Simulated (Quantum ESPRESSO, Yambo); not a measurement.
# CdF2 (Fm-3m): G0W0 with Yambo, start to end, part 2 of 3

How does a plane-wave GW calculation on CdF2 (Fm-3m) run from the first input to the gap?

Quantum ESPRESSO 7.5 and Yambo 5.3.0; PBE and many-body steps on it, plane waves. Known limits of the many-body steps: not at the basis limit; d shell near the gap, gap tends to lie low; no spin-orbit coupling; coarse k mesh.

So far. Step 2 (Ground state): The gap is indirect, with the least direct gap 0.48 eV higher. Step 3 (Bands along the symmetry lines): The gap is 3.124 eV, −0.019 eV from the run before at this level.

## Step 4: Empty states on the mesh, 4×4×4 mesh, 141 bands

Level of this step: DFT, PBE, plane waves, norm-conserving pseudopotentials (Quantum ESPRESSO).

The sums over transitions need many empty states on a uniform mesh; this step solves for them.

pw.in reads:

```
&control
  calculation = 'nscf'
  prefix = 'x'
  outdir = 'o'
  pseudo_dir = 'pseudo'
/
&system
  ibrav = 0
  nat = 3
  ntyp = 2
  ecutwfc = 94.0
  nbnd = 141
  force_symmorphic = .true.
/
&electrons
  conv_thr = 1e-9
  electron_maxstep = 80
  diago_full_acc = .true.
  diago_thr_init = 5e-6
/
ATOMIC_SPECIES
  Cd 112.41 Cd.upf
  F 18.998 F.upf
CELL_PARAMETERS angstrom
  0.0000000000 2.6940000000 2.6940000000
  2.6940000000 0.0000000000 2.6940000000
  2.6940000000 2.6940000000 -0.0000000000
ATOMIC_POSITIONS crystal
  Cd 0.0000000000 0.0000000000 0.0000000000
  F 0.2500000000 0.2500000000 0.2500000000
  F 0.7500000000 0.7500000000 0.7500000000
K_POINTS automatic
  4 4 4 0 0 0
```

The run is started by

```bash
$ OMP_NUM_THREADS=1 mpirun -n 4 pw.x -nk 4 -in pw.in > pw.out
```

Log:

```text
[banner, memory and clock lines left out]
Program PWSCF v.7.5 starts

     Atomic positions and unit cell read from directory:
     o/x.save/

     Message from routine setup:
     using ibrav=0 with symmetry is DISCOURAGED, use correct ibrav instead

     G-vector sticks info

     bravais-lattice index     =            0
     lattice parameter (alat)  =       7.1997  a.u.
     unit-cell volume          =     263.8878 (a.u.)^3
     number of atoms/cell      =            3
     number of atomic types    =            2
     number of electrons       =        34.00
     number of Kohn-Sham states=          141
     kinetic-energy cutoff     =      94.0000  Ry
     charge density cutoff     =     376.0000  Ry
     Exchange-correlation= PBE
                           (   1   4   3   4   0   0   0)

     celldm(1)=   7.199651  celldm(2)=   0.000000  celldm(3)=   0.000000
     celldm(4)=   0.000000  celldm(5)=   0.000000  celldm(6)=   0.000000

     crystal axes: (cart. coord. in units of alat)
               a(1) = (   0.000000   0.707107   0.707107 )
               a(2) = (   0.707107   0.000000   0.707107 )
               a(3) = (   0.707107   0.707107  -0.000000 )

     reciprocal axes: (cart. coord. in units 2 pi/alat)
               b(1) = ( -0.707107  0.707107  0.707107 )
               b(2) = (  0.707107 -0.707107  0.707107 )
               b(3) = (  0.707107  0.707107 -0.707107 )
     Pseudo is Norm-conserving + core correction, Zval = 20.0
     Generated using ONCVPSP code by D. R. Hamann
     Using radial grid of 1368 points,  6 beta functions with:
     Pseudo is Norm-conserving + core correction, Zval =  7.0
     Generated using ONCVPSP code by D. R. Hamann
     Using radial grid of  832 points,  5 beta functions with:
     Cd               20.00   112.41000     Cd( 1.00)
     F                 7.00    18.99800     F ( 1.00)

     48 Sym. Ops., with inversion, found

   Cartesian axes

     site n.     atom                  positions (alat units)
         1        Cd     tau(   1) = (   0.0000000   0.0000000   0.0000000  )
         2        F      tau(   2) = (   0.3535534   0.3535534   0.3535534  )
         3        F      tau(   3) = (   1.0606602   1.0606602   1.0606602  )

     number of k points=     8
                       cart. coord. in units 2pi/alat
        k(    1) = (   0.0000000   0.0000000   0.0000000), wk =   0.0312500
        k(    2) = (   0.1767767   0.1767767  -0.1767767), wk =   0.2500000
        k(    3) = (  -0.3535534  -0.3535534   0.3535534), wk =   0.1250000
[...]
k(    7) = (  -0.7071068   0.0000000   0.0000000), wk =   0.0937500
        k(    8) = (  -0.7071068   0.3535534   0.0000000), wk =   0.1875000

     Dense  grid:    32647 G-vectors     FFT dimensions: (  45,  45,  45)

     The potential is recalculated from file :
     o/x.save/charge-density

     Starting wfcs are   18 randomized atomic wfcs +  123 random wfcs

     Band Structure Calculation

     End of band structure calculation

          k = 0.0000 0.0000 0.0000 (  4015 PWs)   bands (ev):

   -91.9103 -53.0066 -53.0066 -53.0066 -14.2018 -13.1009   0.9377   0.9377
     0.9377   2.1379   2.1379   5.5577   5.5577   5.5577   6.0345   6.0345
     6.0345   9.6539  19.2706  19.2706  19.2706  24.2210  26.4704  26.4704
[...]
[... 6 further rows ...]
[...]
122.9773 122.9773 124.6153 124.6154 127.7487

          k = 0.1768 0.1768-0.1768 (  4050 PWs)   bands (ev):

[...]
[... 6 further rows ...]
[...]
121.9690 123.2596 124.0291 124.0291 125.5648

          k =-0.3536-0.3536 0.3536 (  4092 PWs)   bands (ev):

[...]
77.7756  78.0206  79.5497  79.5497  79.7154  79.7154  80.7871  80.7871
     [... 6 further rows ...]
   118.4126 118.4126 118.5381 118.5381 118.6324 119.4958 119.4958 123.1511
   123.8048 123.8048 124.9176 125.5191 126.8669

          k = 0.3536 0.0000 0.0000 (  4064 PWs)   bands (ev):

     [... further k-points ...]

     highest occupied, lowest unoccupied level (ev):     6.5299    9.6539

     XML data file, pseudopotentials, collected wavefunctions
```

Wall time 16 s (4 MPI ranks of Intel Xeon Platinum 8259CL at 2.50GHz (Skylake/Cascade Lake), shared host); peak memory 0.43 GiB; 62 s of CPU time.

Numbers from this step:

* gap: 3.124 eV
* k of the valence top: 0.25, -0.5, -0.25
* k of the conduction bottom: 0, 0, 0
* least direct gap: 3.619 eV
* k points computed: 8
* lowest point of the top converged band, above the valence top: 119.0349 eV

On this mesh the gap is 3.124 eV.

## Step 5: Conversion and set-up

This step: Yambo 5.3.0; conversion and set-up on PBE, plane waves, norm-conserving pseudopotentials.

The states are converted to the many-body program's format and the q mesh is built.

The run is started by

```bash
$ (cd o/x.save; p2y > p2y.log; mv SAVE ../..); yambo > setup.log
```

Log:

```text
 Yambo, version 5.3.0

 [02] CORE Variables Setup
 =========================

  [02.01] Unit cells
  ==================

  Cell kind             :  FCC
  Atoms in the cell     :  Cd  F
  number of Cd atoms    :  1
  number of F  atoms    :  2

  List of atomic masses
  Mass of Cd    :  112.4100
  Mass of F     :  18.99800

  List of atomic coordinates    : [cc]
  Cd1       :  0.000000  0.000000  0.000000  order 1
  F1       :  2.545461  2.545461  2.545461  order 2
  F2       :  7.636383  7.636383  7.636383  order 3

  Alat factors          :  5.090922  5.090922  5.090922 [a.u.]
  Direct lattice volume :  263.8878 [a.u.]
  Direct lattice vectors:  A[ 1 ]  A[ 2 ]  A[ 3 ]
   A[ 1 ]:  0.000000  1.000000  1.000000  [iru]
   0.000000  5.090922  5.090922  [cc]
   A[ 2 ]:  1.000000  0.000000  1.000000  [iru]
   5.090922  0.000000  5.090922  [cc]
   A[ 3 ]:  1.000000  1.000000 -0.000000  [iru]
   5.090922  5.090922 -0.000000  [cc]

  Recip. lattice volume :  0.939984 [a.u.]
  Recip. lattice vectors:  B[ 1 ]  B[ 2 ]  B[ 3 ]
   B[ 1 ]: -0.500000  0.500000  0.500000  [iku]
  -0.617097  0.617097  0.617097  [cc]
   B[ 2 ]:  0.500000 -0.500000  0.500000  [iku]
   0.617097 -0.617097  0.617097  [cc]
   B[ 3 ]:  0.500000  0.500000 -0.500000  [iku]
   0.617097  0.617097 -0.617097  [cc]

  [02.02] Symmetries
  ==================

  Inversion symmetry    : yes
  Spatial inversion     : yes
  Inversion index       :  25
  K-space Time-reversal : no
  Magnetic symmetries   : no
  Group table correct   : yes
  Symmetries units      :  [cc]

   [S  1]:   1.0000     -0.75024E-17 -0.75024E-17 -0.75024E-17   1.0000      0.75024E-17  0.75024E-17  0.75024E-17   1.0000
   [S  2]:  -1.0000      0.75024E-17 -0.75024E-17  0.75024E-17  -1.0000      0.75024E-17 -0.75024E-17 -0.75024E-17   1.0000
   [S  3]:  -1.0000     -0.75024E-17  0.75024E-17  0.75024E-17   1.0000     -0.75024E-17 -0.75024E-17  0.75024E-17  -1.0000
[...]
[... 36 further rows ...]
   [S 47]: -0.75024E-17   1.0000      0.75024E-17  0.75024E-17 -0.75024E-17  -1.0000       1.0000      0.75024E-17 -0.75024E-17
   [S 48]: -0.75024E-17  -1.0000     -0.75024E-17  0.75024E-17  0.75024E-17   1.0000       1.0000     -0.75024E-17  0.75024E-17

  [02.03] Reciprocal space
  ========================

  nG shells         :   332
  nG charge         :   32647
  nG WFs            :   4935
  nC WFs            :   4092
  G-vecs. in first 33 shells:  [ Number ]
     1    9   15   27   51   59   65   89  113
    137   169   181   229   259   283   307   331   339
    387   411   459   531   537   561   609   645   701
    725   749   821   869   893   941
  ...
  Shell energy in first 33 shells:  [ mHa ]
    0.00000      571.213      761.617      1523.23      2094.45      2284.85      3046.47      3617.68      3808.09
    4569.70      5140.92      6092.94      6664.15      6854.56      7616.17      8187.39      8377.79      9139.41
[...]
BZ  K-points                                      :   64

  K/Q-points units:
  rlu = crystal or reduced units; cc = cartesian coordinates; iku = interal k-units

  K [1]          [rlu]:  0.000000  0.000000  0.000000
         WF components:   4015
  K [2]          [rlu]:  0.89314E-17 -0.49464E-17  0.25000
         WF components:   4050
  K [3]          [rlu]: -0.17863E-16  0.98927E-17 -0.50000
         WF components:   4092
  K [4]          [rlu]:  0.65886E-17  0.25000      0.25000
         WF components:   4064
  K [5]          [rlu]: -0.14839E-16  0.25000     -0.50000
         WF components:   4069
  [... 2 further k-points ...]
  K [8]          [rlu]:  0.250000 -0.500000 -0.250000
         WF components:   4056

  [02.05] Energies & Occupations
  ==============================

  [X] === General ===
  [X] Electronic Temperature                        :  0.000000  0.000000 [eV K]
  [X] Bosonic    Temperature                        :  0.000000  0.000000 [eV K]
  [X] Finite Temperature mode                       : no
  [X] El. density                                   :  0.86947E+24 [cm-3]
  [X] Fermi Level                                   :  6.529887 [eV]

  [X] === Gaps and Widths ===
  [X] Conduction Band Min                           :  3.123994 [eV]
  [X] Valence Band Max                              :  0.000000 [eV]
  [X] Filled Bands                                  :  17
  [X] Empty Bands                                   :   18  141
  [X] Direct Gap                                    :  3.619366 [eV]
  [X] Direct Gap localized at k                     :  1
  [X] Indirect Gap                                  :  3.123994 [eV]
  [X] Indirect Gap between kpts                     :   8   1
  [X] Last valence band width                       :  0.495373 [eV]
  [X] 1st conduction band width                     :  4.976967 [eV]

  E @ K [1]:  [eV]
  -98.44020 -59.53651 -59.53651 -59.53651 -20.73165 -19.63080  -5.59223  -5.59223
  -5.592235 -4.392008 -4.392008 -0.972220 -0.972220 -0.972220 -0.495373 -0.495373
   -0.49537   3.12399  12.74068  12.74068  12.74068  17.69108  19.94050  19.94050
[...]
occ @ K [1]
[...]
E @ K [2]:  [eV]
[...]
occ @ K [2]
[...]
E @ K [3]:  [eV]
[...]
occ @ K [3]
[...]
E @ K [4]:  [eV]
[...]
occ @ K [4]
[...]
E @ K [5]:  [eV]
[...]
occ @ K [5]
[...]
[... 2 further k-points ...]
  E @ K [8]:  [eV]
[...]
occ @ K [8]
[...]
0.000000  0.000000  0.000000  0.000000  0.000000  0.000000  0.000000  0.000000
   0.000000  0.000000  0.000000  0.000000  0.000000  0.000000  0.000000  0.000000

 [03] Transferred momenta grid and indexing
 ==========================================

 IBZ Q-points                                      :   8
 BZ  Q-points                                      :   64

 K/Q-points units:
 rlu = crystal or reduced units; cc = cartesian coordinates; iku = interal k-units

 Q [1]          [rlu]:  0.000000  0.000000  0.000000
 Q [2]          [rlu]:  0.14198E-16 -0.27435E-16  0.25000
 Q [3]          [rlu]: -0.28396E-16  0.54870E-16 -0.50000
[...]
Q [7]          [rlu]: -0.13177E-16 -0.50000     -0.50000
 Q [8]          [rlu]:  0.250000 -0.500000 -0.250000

  [03.01] X indexes
  =================

   [03.01.01] Sigma indexes
   ========================

 [06] Game Over & Game summary
```

It took 5 s on 1 MPI rank; peak memory 0.25 GiB.

(Continued in part 3 of 3.)

[Paths, hosts, dates, memory and timing lines, banners, echoed tables and standing remarks are left out of the program output.]

[Logs are printed without paths, hosts, clocks, repeated set-up lines and the standing remarks that a program may print on its own settings, such as how far it seeks lower states.]

[Runs of the session that timed out or met a known fault of the program may be left out.]

[Hosts, paths, dates, database ids (printed as entryN), source tags and the programs' standing remarks are cut or masked in the printed files.]
